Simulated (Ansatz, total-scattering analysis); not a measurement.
## From input file to S(Q): TiO2

Aim: the structure of TiO2 at 2300 K, and the X-ray and neutron patterns it would give.

Method: ab initio molecular dynamics with Ansatz (LDA, plane waves, PAW default files, Langevin thermostat, no spin, fixed volume), at a lowered cutoff of 330 eV. Composition: Ti 33.3, O 66.7 atom %; 72 atoms. The average runs over 0.75 ps of 72 atoms, so shells between rare elements are rough. Mean temperature 2373 K, largest m.s.d. 0.86 Å², energy drift -15 meV an atom (last third less first), Langevin friction 10 ps⁻¹; the first quarter of the run is discarded. Start: last frame of a classical run of this cell at the same density and temperature. So short a stretch relaxes bonds and nearest shells but still remembers its start.

## The run

The step of 1.5 fs has to resolve the fastest vibration, that of the lightest atoms and stiffest bonds. The volume is fixed, since the run is too short for a cell to find its own; the mean pressure then hints how far the functional is from its own density, with errors up to a few GPa from cell size, k-points and loose SCF steps (the program warns of the last). One k-point, Γ, is the usual economy for a cell of this size. The cutoff is set below the recommended one to buy more steps; structure barely notices, but the pressure then carries a basis error too. Smeared occupations keep the forces smooth should levels come near the Fermi energy. A Langevin thermostat samples the right structure once equilibrated, but its friction lowers diffusion.

Contents of input.yaml:

```yaml
crystal:
  lattice:
    - [9.9821, 0.0, 0.0]
    - [0.0, 9.9821, 0.0]
    - [0.0, 0.0, 9.9821]
  atoms:
    - { symbol: Ti, position: [0.669, 0.4188, 0.7314] }
    - { symbol: Ti, position: [0.2848, 0.5937, 0.2432] }
    - { symbol: Ti, position: [0.1515, 0.6928, 0.8901] }
    - { symbol: Ti, position: [0.9577, 0.0608, 0.6662] }
[... 66 atom lines left out ...]
    - { symbol: O, position: [0.5679, 0.5111, 0.8454] }
    - { symbol: O, position: [0.6057, 0.7434, 0.6038] }
kpoints:
  mp_grid: { grid: [1, 1, 1] }
scf:
  occupations: { method: fermi_dirac, width: 0.1982 }
hamiltonian:
  xc: lda
  pseudopotentials: { kind: paw }
output:
  forces: true
  stress: true
basis:
  ecutwfc: 330.0
md:
  timestep: 1.5
  n_steps: 692
  ensemble: nvt_langevin
  temperature: 2300.0
  initial_velocities: maxwell_boltzmann
  seed: 7
```

```console
$ ansatz run input.yaml --threads 4 --pin off --max-ram 10240MiB --backend cpu --events-out ev --progress --plain --runs-dir out
```

```text
Warning: md: disabling space-group detection — thermal motion breaks the input geometry's symmetry, so no spatial operation reduces the k-mesh or symmetrises the density; time reversal is kept, so that k and −k are [...]
Warning: basis.ecutwfc = 330 eV is below the records' recommended 420 eV, and the density's cutoff is lower with it unless basis.ecutrho_ratio is high enough to keep the records' density cutoff: compare with a run at a [...]
Warning: output.stress: scf.convergence.dr2_threshold = 7.2e-8 eV (the default of an md: trajectory) is looser than the 7.2e-9 eV advised for a printed stress (1e-10 eV for each atom of the cell: 72). What an SCF [...]
Warning: RAYON_NUM_THREADS=4 ignored (pool sized by the plan → 4); use --threads N
band count auto-derived: 381 (N_el = 576.0; filled up to band 288; 360 by the electrons, moments and atoms)
Engine: ansatz 0.2.0, aarch64-unknown-linux-gnu
Pseudopotential: Ti, paw, valence charge 12, recommended cutoff 420 eV (normal), Ti.paw.azcp
Pseudopotential: O, paw, valence charge 6, recommended cutoff 420 eV (normal), O.paw.azcp
Functional definition: SPW92
Crystal: 72 atoms, lattice volume = 994.640 Å³
Basis set: ecut = 330 eV, 13517 PW (Γ)
Bands: 381, of which v1, the nominal top of the filled ones, is band 288 counted from 1 (287 counted from 0)
k-points: 1
[... other set-up lines, SCF lines and steps between those shown are left out ...]
md step     0: t =     0.00 fs  T =  2268.1 K  F+E_penalty+E_count = -85517.38708412 eV  E_kin = 21.108158 eV  P_inst = -1.5127 GPa  (14 SCF iters)
md step     1: t =     1.50 fs  T =  2239.0 K  F+E_penalty+E_count = -85517.29525977 eV  E_kin = 20.837630 eV  P_inst = -1.5655 GPa  (13 SCF iters)
md step    26: t =    39.00 fs  T =  2030.1 K  F+E_penalty+E_count = -85514.25119489 eV  E_kin = 18.893507 eV  P_inst = -3.4777 GPa  (10 SCF iters)
md step    52: t =    78.00 fs  T =  2274.5 K  F+E_penalty+E_count = -85515.68866568 eV  E_kin = 21.168330 eV  P_inst = -0.1752 GPa  (9 SCF iters)
md step    78: t =   117.00 fs  T =  2265.1 K  F+E_penalty+E_count = -85515.98720245 eV  E_kin = 21.081080 eV  P_inst = -5.4306 GPa  (10 SCF iters)
md step   104: t =   156.00 fs  T =  2215.1 K  F+E_penalty+E_count = -85513.92705197 eV  E_kin = 20.615048 eV  P_inst = -0.2057 GPa  (10 SCF iters)
md step   130: t =   195.00 fs  T =  2412.1 K  F+E_penalty+E_count = -85515.40945534 eV  E_kin = 22.448742 eV  P_inst = -0.1451 GPa  (13 SCF iters)
md step   156: t =   234.00 fs  T =  2380.3 K  F+E_penalty+E_count = -85513.67654145 eV  E_kin = 22.153071 eV  P_inst = 0.5512 GPa  (11 SCF iters)
md step   182: t =   273.00 fs  T =  2452.6 K  F+E_penalty+E_count = -85512.68173664 eV  E_kin = 22.825918 eV  P_inst = -3.0467 GPa  (11 SCF iters)
md step   208: t =   312.00 fs  T =  2590.6 K  F+E_penalty+E_count = -85513.56159615 eV  E_kin = 24.110419 eV  P_inst = -0.5899 GPa  (10 SCF iters)
md step   234: t =   351.00 fs  T =  2322.4 K  F+E_penalty+E_count = -85511.66626323 eV  E_kin = 21.614150 eV  P_inst = -1.8241 GPa  (10 SCF iters)
md step   260: t =   390.00 fs  T =  2595.8 K  F+E_penalty+E_count = -85511.97938882 eV  E_kin = 24.158439 eV  P_inst = 0.3066 GPa  (14 SCF iters)
md step   286: t =   429.00 fs  T =  2479.5 K  F+E_penalty+E_count = -85510.97548041 eV  E_kin = 23.076435 eV  P_inst = -2.2747 GPa  (9 SCF iters)
md step   312: t =   468.00 fs  T =  2575.2 K  F+E_penalty+E_count = -85514.32597036 eV  E_kin = 23.967076 eV  P_inst = -2.0445 GPa  (10 SCF iters)
md step   338: t =   507.00 fs  T =  2559.2 K  F+E_penalty+E_count = -85514.48867189 eV  E_kin = 23.817701 eV  P_inst = -4.5296 GPa  (10 SCF iters)
md step   364: t =   546.00 fs  T =  2293.4 K  F+E_penalty+E_count = -85513.77809413 eV  E_kin = 21.343924 eV  P_inst = -2.0916 GPa  (10 SCF iters)
md step   390: t =   585.00 fs  T =  2165.2 K  F+E_penalty+E_count = -85512.44029505 eV  E_kin = 20.150814 eV  P_inst = -2.1574 GPa  (14 SCF iters)
md step   416: t =   624.00 fs  T =  2411.2 K  F+E_penalty+E_count = -85512.39683515 eV  E_kin = 22.440552 eV  P_inst = -1.3606 GPa  (10 SCF iters)
md step   442: t =   663.00 fs  T =  2274.9 K  F+E_penalty+E_count = -85511.31218997 eV  E_kin = 21.172322 eV  P_inst = -3.0505 GPa  (10 SCF iters)
md step   468: t =   702.00 fs  T =  2271.3 K  F+E_penalty+E_count = -85515.20929681 eV  E_kin = 21.138263 eV  P_inst = -5.0458 GPa  (10 SCF iters)
md step   494: t =   741.00 fs  T =  2374.1 K  F+E_penalty+E_count = -85516.06656001 eV  E_kin = 22.094748 eV  P_inst = -3.8183 GPa  (10 SCF iters)
md step   520: t =   780.00 fs  T =  2451.4 K  F+E_penalty+E_count = -85514.05508529 eV  E_kin = 22.814770 eV  P_inst = -4.3993 GPa  (15 SCF iters)
md step   546: t =   819.00 fs  T =  2503.6 K  F+E_penalty+E_count = -85513.36399526 eV  E_kin = 23.300572 eV  P_inst = 1.4672 GPa  (9 SCF iters)
md step   572: t =   858.00 fs  T =  2402.3 K  F+E_penalty+E_count = -85513.67834590 eV  E_kin = 22.357908 eV  P_inst = -1.3707 GPa  (9 SCF iters)
md step   598: t =   897.00 fs  T =  2132.7 K  F+E_penalty+E_count = -85513.22879204 eV  E_kin = 19.848214 eV  P_inst = 2.3135 GPa  (9 SCF iters)
md step   624: t =   936.00 fs  T =  2347.2 K  F+E_penalty+E_count = -85513.33299870 eV  E_kin = 21.844381 eV  P_inst = -1.4441 GPa  (10 SCF iters)
md step   650: t =   975.00 fs  T =  2555.8 K  F+E_penalty+E_count = -85512.91866071 eV  E_kin = 23.786092 eV  P_inst = 0.8614 GPa  (12 SCF iters)
[... the rest of the log is left out; where it ends short of n_steps, the time limit stopped the run ...]
```

Run time: 2.6 h on 4 threads of Arm Neoverse N1 (shared host), peak memory 1.2 GiB.

## Analysis

The totals are in Faber–Ziman form. Below 4 Å⁻¹ the partials are summed on the cell's own reciprocal vectors (from 0.63 Å⁻¹) and folded with a Gaussian of σ = 0.14 Å⁻¹; above it they are transforms of g(r) out to 6.8 Å, tapered over the last 40 %. The fold lowers sharp peaks, and with so few vectors their positions are good to about 0.1 Å⁻¹. X-rays take neutral-atom form factors, neutrons coherent lengths (Ti -3.37, O 5.8037 fm). G(r) = 4πrρ₀[g(r) − 1] carries the resolution of a Lorch-windowed transform up to 20 Å⁻¹. The patterns are simulated, not measured. The potential energy falls by 15 meV an atom from the first to the last third of the average, so the sample is relaxing or ordering and this is no equilibrium average. The cell is small: beyond half the box only the part of each shell inside it is counted, and low-Q values rest on few vectors. It is averaged over 125 frames.

| T (K) | state | density (g/cm³) | first clear X-ray maximum (Å⁻¹) | its height (X-ray) | first clear neutron maximum (Å⁻¹) | its height (neutron) | Ti–O (Å) | O around Ti | O–O (Å) | held | D over the elements, rough (10⁻⁹ m²/s) |
| --- | --- | --- | --- | --- | --- | --- | --- | --- | --- | --- | --- |
| 2300 | melt, short run | 3.200 | 1.87 | 1.26 | 2.58 | 6.19 | 1.80 | 4.75 | 2.76 | volume, -1.8 GPa mean | - |

neutron S(Q):

```
Q (Å⁻¹)  2300 K
    0.8   -2.30
    1.1   -2.31
    1.4   -2.23
    1.7   -1.91
    2.0   -0.98
    2.3    3.06
    2.6    6.17
    2.9    3.00
    3.2    0.51
    3.5   -0.03
    3.8   -0.16
    4.1    0.09
    4.4    0.30
    4.7    0.75
    5.0    1.31
    5.3    1.57
    5.6    1.47
    5.9    1.25
    6.2    1.11
    6.5    1.05
    6.8    0.98
    7.1    0.88
    7.4    0.83
    7.7    0.82
    8.0    0.82
    8.3    0.89
    8.6    1.02
    8.9    1.11
```

At 2300 K the maxima of S(Q), Q in Å⁻¹ (height), are X-ray: 1.87 (1.26), 4.24 (1.41), 7.57 (1.14), 11.18 (1.05); neutron: 2.58 (6.19), 5.34 (1.58), 9.59 (1.14), 12.86 (1.07). Its shells:

```
 pair  first peak (Å)  g there  first minimum (Å)  g there                  neighbours  X-ray weight (f = Z)  neutron weight
 Ti–O            1.80      5.7               2.62     0.27  4.7 O per Ti, 2.4 Ti per O                  0.49           -1.15
  O–O            2.76      2.2               4.14     0.69                        13.4                  0.18            1.99
Ti–Ti            3.50      2.6               4.10     0.78                         6.8                  0.34            0.17
```

Bonded neighbours (only these pairs count: cutoffs Ti–O 2.62 Å): Ti: 3 0.8 %, 4 39 %, 5 46 %, 6 14 %; O: 1 1.7 %, 2 60 %, 3 37 %, 4 0.8 %. For Ti–O g doesn't fall to zero at the cutoff, so those shares hang on where it is put. O–Ti–O peak at 94° and Ti–O–Ti peak at 130°. These counts come from 15 frames.

The tapered transform alone would put 5.51 at the neutron maximum of 2.58 Å⁻¹, where the reciprocal vectors give 6.19: a cut in r lowers sharp peaks, which is why the direct sum is used there.

**Reading.** The first Ti–O shell holds 4.7 O at 1.80 Å. The first O–O shell holds 13.4 O at 2.76 Å, with no empty gap behind it. In Bhatia–Thornton form S_CC/(c₁c₂) peaks at 2.50 Å⁻¹ with 2.33, the mark of chemical order: unlike neighbours are preferred. Unlike atoms are nearest: the pair functions peak at 1.80 Å (Ti–O) and 2.76 Å (O–O). The ratio of these peaks, 1.53 (±0.04), compares with 1.73 for a triangle, 1.63 for a tetrahedron and 1.41 for an octahedron, and Ti has 4.7 anions. The weights that differ most between the probes (X-ray, neutron): O–O 0.18 and 1.99, Ti–O 0.49 and -1.15 and Ti–Ti 0.34 and 0.17. At 2.58 Å⁻¹ neutrons show a peak (6.19) where X-rays give 0.55: term by term, w(S − 1) with f = Z as a rough X-ray weight: Ti–O +2.14 against -0.91, O–O +2.87 against +0.26 and Ti–Ti +0.10 against +0.20 (neutron against X-ray).

[Logs are printed without paths, hosts, clocks, repeated set-up lines and the standing remarks that a program may print on its own settings, such as how far it seeks lower states.]
